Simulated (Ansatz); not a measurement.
**V(100) film, 1 layer, flat: channels in plane against thickness**

Wanted: in-plane conductance by layer count, from V(100) film, 1 layer, flat.

Method: Ansatz plane-wave DFT, PBE, PAW files; ballistic transport by layer matching (Landauer), zero bias, in Ansatz 0.2.0.

Report form: the programs' logs are mostly left out.

**1. The starting structure**

The cell holds 1 atom: 1 V. Cell: a = 11.000 Å, b = 3.026 Å, c = 3.026 Å, α = 90.0°, β = 90.0°, γ = 90.0°. It derives from V. Vacuum lies along a. The structure's axis is c.

As a file:

```cif
data_structure
_symmetry_space_group_name_H-M 'P 1'
_symmetry_Int_Tables_number 1
_cell_length_a 11.0000
_cell_length_b 3.0260
_cell_length_c 3.0260
_cell_angle_alpha 90.000
_cell_angle_beta 90.000
_cell_angle_gamma 90.000
_cell_volume 100.72
loop_
_atom_site_label
_atom_site_type_symbol
_atom_site_fract_x
_atom_site_fract_y
_atom_site_fract_z
_atom_site_occupancy
V1 V 0.40909 0.00000 0.00000 1
```

**2. With 1 layer**

Vacuum lies along the first vector, which takes one k-point, and the current runs in the film's plane. One period is a perfect wire, so its channels are the result. Energies from -0.27 to 0.27 eV in steps of 0.036 eV cover the slope of the Fermi function at 300 K, so the program can form a conductance.

The input, input.yaml:

```yaml
crystal:
  lattice:
    - [11.0, 0.0, 0.0]
    - [0.0, 3.026, 0.0]
    - [0.0, 0.0, 3.026]
  atoms:
    - { symbol: V, position: [0.4090909091, 0.0, 0.0] }
kpoints:
  mp_grid: { grid: [1, 14, 14] }
hamiltonian:
  xc: pbe
scf:
  occupations: { method: fermi_dirac, width: 0.1 }
output:
  transmission:
    leads: [[0, 0]]
    kmesh: [1, 40]
    e_range: [-0.27, 0.27]
    de: 0.036
```

Command:

```
$ ansatz run input.yaml --threads 4 --pin off --max-ram 8192MiB --backend cpu --events-out ev --progress --plain --runs-dir out
```

It took 2.3 min on 4 threads of Arm Neoverse V2, shared host; peak memory 0.76 GiB.

This run has no spin polarisation, although V can carry a moment.

This step gave:

```yaml
free_energy: -2908.4175 eV
energy_at_zero_smearing: -2908.3255 eV
fermi_energy: -1.014 eV
cell_area: 33.29 Å²
estimated_errors_of_the_lead_s_conductance: 0, 5.5, 0.2 % (band edges, k-mesh, distance from neutral)
lead_conductance_per_cell: 2.332 G₀
```

Per spin. Table of open channels, zone mean, lead by energy, zero at the Fermi level:

```tsv
energy (eV)	open channels, zone mean, lead
-0.270	1.73
-0.234	1.9
-0.198	2.1
-0.162	2.3
-0.126	1.8
-0.090	2.1
-0.054	2.15
-0.018	2.25
0.018	2.4
0.054	2.45
0.090	2.4
0.126	2.3
0.162	2.35
0.198	2.3
0.234	2.2
0.270	2.4
```

The program's largest error estimate for it is 5.5 %, from the k-mesh.

**3. With 2 layers, thickness 3.026 A**

The film grows to 2 layers.

System of this step: V(100) film, 2 layers, flat. The cell holds 2 atoms: 2 V. Its edges and angles: a = 12.513 Å, b = 3.026 Å, c = 3.026 Å, α = 90.0°, β = 90.0°, γ = 90.0°. It derives from V. Vacuum lies along a. The structure's axis is c.

input.yaml, the sections that differ from step 2:

```yaml
crystal:
  lattice:
    - [12.513, 0.0, 0.0]
    - [0.0, 3.026, 0.0]
    - [0.0, 0.0, 3.026]
  atoms:
    - { symbol: V, position: [0.359625989, 0.0, 0.0] }
    - { symbol: V, position: [0.4805402382, 0.5, 0.5] }
# kpoints, hamiltonian, scf, output: as in step 2
```

Run time: 3.6 min. Hardware: 4 threads; peak memory 0.98 GiB; 13 min of CPU time.

This step gave:

| Item | Value |
| --- | --- |
| free energy | -5821.5562 eV |
| energy at zero smearing | -5821.4650 eV |
| Fermi energy | 1.289 eV |
| cell area | 37.86 Å² |
| estimated errors of the lead's conductance | 0, 3.5, 7.9 % (band edges, k-mesh, distance from neutral) |
| lead conductance per cell | 2.219 G₀ |

Per spin. Open channels, zone mean, lead against energy, zero at the Fermi level:

```tsv
energy (eV)	open channels, zone mean, lead
-0.270	2.15
-0.234	2.35
-0.198	2.2
-0.162	2.05
-0.126	1.95
-0.090	1.85
-0.054	1.9
-0.018	2.05
0.018	2.35
0.054	2.5
0.090	2.8
0.126	2.85
0.162	2.75
0.198	2.65
0.234	2.65
0.270	2.7
```

The lead conductance per cell is 2.22 G₀, 4.8 % under the 2.33 G₀ of the last finished run, within the error estimates, leads' steps apart, of 5.5 and 7.9 %.

**4. With 3 layers, thickness 4.539 A**

The film grows to 3 layers.

System of this step: V(100) film, 3 layers, flat. The cell holds 3 atoms: 3 V. Cell: a = 14.026 Å, b = 3.026 Å, c = 3.026 Å, α = 90.0°, β = 90.0°, γ = 90.0°. It derives from V. Vacuum lies along a. The structure's axis is c.

input.yaml, the sections that differ from step 3:

```yaml
crystal:
  lattice:
    - [14.026, 0.0, 0.0]
    - [0.0, 3.026, 0.0]
    - [0.0, 0.0, 3.026]
  atoms:
    - { symbol: V, position: [0.3208327392, 0.0, 0.0] }
    - { symbol: V, position: [0.4287038357, 0.5, 0.5] }
    - { symbol: V, position: [0.5365749323, 0.0, 0.0] }
# kpoints, hamiltonian, scf, output: as in step 3
```

It took 6.1 min on 4 threads; peak memory 1.2 GiB; 23 min of CPU time.

This step gave:

```yaml
free_energy: -8734.1418 eV
energy_at_zero_smearing: -8734.0411 eV
fermi_energy: 2.983 eV
cell_area: 42.44 Å²
estimated_errors_of_the_lead_s_conductance: 0, 6.8, 2.8 % (band edges, k-mesh, distance from neutral)
lead_conductance_per_cell: 2.109 G₀
```

Per spin. The open channels, zone mean, lead by energy, zero at the Fermi level:

```tsv
energy (eV)	open channels, zone mean, lead
-0.270	2.55
-0.234	2.45
-0.198	2.45
-0.162	2.4
-0.126	2.3
-0.090	2.15
-0.054	2.02
-0.018	2.17
0.018	2.1
0.054	2
0.090	2.5
0.126	2.9
0.162	3.05
0.198	2.8
0.234	2.95
0.270	2.7
```

The lead conductance per cell is 2.11 G₀, 5.0 % under the 2.22 G₀ of the last finished run, within the error estimates, leads' steps apart, of 7.9 and 6.8 %.

**5. With 4 layers, thickness 6.052 A**

The film grows to 4 layers.

System of this step: V(100) film, 4 layers, flat. The cell holds 4 atoms: 4 V. Cell: a = 15.539 Å, b = 3.026 Å, c = 3.026 Å, α = 90.0°, β = 90.0°, γ = 90.0°. It derives from V. Vacuum lies along a. The structure's axis is c.

input.yaml, the sections that differ from step 4:

```yaml
crystal:
  lattice:
    - [15.539, 0.0, 0.0]
    - [0.0, 3.026, 0.0]
    - [0.0, 0.0, 3.026]
  atoms:
    - { symbol: V, position: [0.289593925, 0.0, 0.0] }
    - { symbol: V, position: [0.386961838, 0.5, 0.5] }
    - { symbol: V, position: [0.4843297509, 0.0, 0.0] }
    - { symbol: V, position: [0.5816976639, 0.5, 0.5] }
# kpoints, hamiltonian, scf, output: as in step 4
```

It took 12 min on 4 threads; peak memory 1.5 GiB; 47 min of CPU time.

This step gave:

| Property | Result |
| --- | --- |
| free energy | -11646.5745 eV |
| energy at zero smearing | -11646.4469 eV |
| Fermi energy | 4.239 eV |
| cell area | 47.02 Å² |
| estimated errors of the lead's conductance | 0, 11.1, 6 % (band edges, k-mesh, distance from neutral) |
| lead conductance per cell | 1.776 G₀ |

Per spin. Table of open channels, zone mean, lead by energy, zero at the Fermi level:

```tsv
energy (eV)	open channels, zone mean, lead
-0.270	3.1
-0.234	2.85
-0.198	2.85
-0.162	2.7
-0.126	2.3
-0.090	2.17
-0.054	1.9
-0.018	1.8
0.018	1.55
0.054	1.55
0.090	2.52
0.126	2.88
0.162	2.67
0.198	3.48
0.234	4.67
0.270	4.78
```

The lead conductance per cell is 1.78 G₀, 16 % under the 2.11 G₀ of the last finished run, no more than the error estimates, leads' steps apart, of 6.8 and 11 % together.

**6. With 5 layers, thickness 7.565 A**

The film grows to 5 layers.

System of this step: V(100) film, 5 layers, flat. The cell holds 5 atoms: 5 V. Its edges and angles: a = 17.052 Å, b = 3.026 Å, c = 3.026 Å, α = 90.0°, β = 90.0°, γ = 90.0°. It derives from V. Vacuum lies along a. The structure's axis is c.

input.yaml, the sections that differ from step 5:

```yaml
crystal:
  lattice:
    - [17.052, 0.0, 0.0]
    - [0.0, 3.026, 0.0]
    - [0.0, 0.0, 3.026]
  atoms:
    - { symbol: V, position: [0.2638986629, 0.0, 0.0] }
    - { symbol: V, position: [0.3526272578, 0.5, 0.5] }
    - { symbol: V, position: [0.4413558527, 0.0, 0.0] }
    - { symbol: V, position: [0.5300844476, 0.5, 0.5] }
    - { symbol: V, position: [0.6188130425, 0.0, 0.0] }
# kpoints, hamiltonian, scf, output: as in step 5
```

It took 17 min on 4 threads; peak memory 1.8 GiB; 64 min of CPU time.

This step gave:

* free energy: -14559.0875 eV
* energy at zero smearing: -14558.9505 eV
* Fermi energy: 5.277 eV
* cell area: 51.60 Å²
* estimated errors of the lead's conductance: 0, 7.8, 2.6 % (band edges, k-mesh, distance from neutral)
* lead conductance per cell: 3.109 G₀

Per spin. Table of open channels, zone mean, lead by energy, zero at the Fermi level:

```tsv
energy (eV)	open channels, zone mean, lead
-0.270	3.83
-0.234	3.83
-0.198	3.73
-0.162	3.92
-0.126	3.67
-0.090	3.83
-0.054	3.62
-0.018	3.2
0.018	3
0.054	2.52
0.090	2.27
0.126	2.48
0.162	2.77
0.198	3.48
0.234	3.92
0.270	3.77
```

The lead conductance per cell is 3.11 G₀, 1.8 times the 1.78 G₀ of the last finished run.

**7. The ladder**

Times are for 4 threads of Arm Neoverse V2, shared host. The runs compared:

```tsv
no.	layers	lead conductance per cell (G₀)	time	memory (GiB)
1	1	2.332	2.3 min	0.76
2	2	2.219	3.6 min	0.98
3	3	2.109	6.1 min	1.2
4	4	1.776	12 min	1.5
5	5	3.109	17 min	1.8
```

The runs together. The open channels, zone mean by energy, zero at the Fermi level:

```tsv
energy (eV)	1	2	3	4	5
-0.270	1.73	2.15	2.55	3.1	3.83
-0.234	1.9	2.35	2.45	2.85	3.83
-0.198	2.1	2.2	2.45	2.85	3.73
-0.162	2.3	2.05	2.4	2.7	3.92
-0.126	1.8	1.95	2.3	2.3	3.67
-0.090	2.1	1.85	2.15	2.17	3.83
-0.054	2.15	1.9	2.02	1.9	3.62
-0.018	2.25	2.05	2.17	1.8	3.2
0.018	2.4	2.35	2.1	1.55	3
0.054	2.45	2.5	2	1.55	2.52
0.090	2.4	2.8	2.5	2.52	2.27
0.126	2.3	2.85	2.9	2.88	2.48
0.162	2.35	2.75	3.05	2.67	2.77
0.198	2.3	2.65	2.8	3.48	3.48
0.234	2.2	2.65	2.95	4.67	3.92
0.270	2.4	2.7	2.7	4.78	3.77
```

**8. What came out**

| Quantity | Value |
| --- | --- |
| conductance per cell, 1 layer | 2.33 G₀ |
| conductance per cell, 2 layers | 2.22 G₀ |
| conductance per cell, 3 layers | 2.11 G₀ |
| conductance per cell, 4 layers | 1.78 G₀ |
| conductance per cell, 5 layers | 3.11 G₀ |

What this shows: The conductance per cell width goes from 2.33 G0 at 1 to 3.11 G0 at 5 layers. Over the film's own cross-section (layers × spacing × width) the conductance runs from 3.9 to 1.1×10¹⁵ S/m²; that nominal section leaves out the charge that spills into the vacuum, which flatters the thinnest films. The gains from one thickness to the next are -0.11, -0.11, -0.33 and 1.3 G0 per added layer; they differ by more than the error estimates allow, as expected where subbands cross the Fermi level in steps. The film repeats perfectly along the current, so nothing scatters; its faces are clean and not relaxed. Very thin films of this metal can turn magnetic, which an unpolarised run can't show. The program's error estimates for the conductances, leads' steps apart, run from 5.5 to 11 %.

[Logs are printed without paths, hosts, clocks, repeated set-up lines and the standing remarks that a program may print on its own settings, such as how far it seeks lower states.]

[Hosts, paths, dates, database ids (printed as entryN), source tags and the programs' standing remarks are cut or masked in the printed files.]
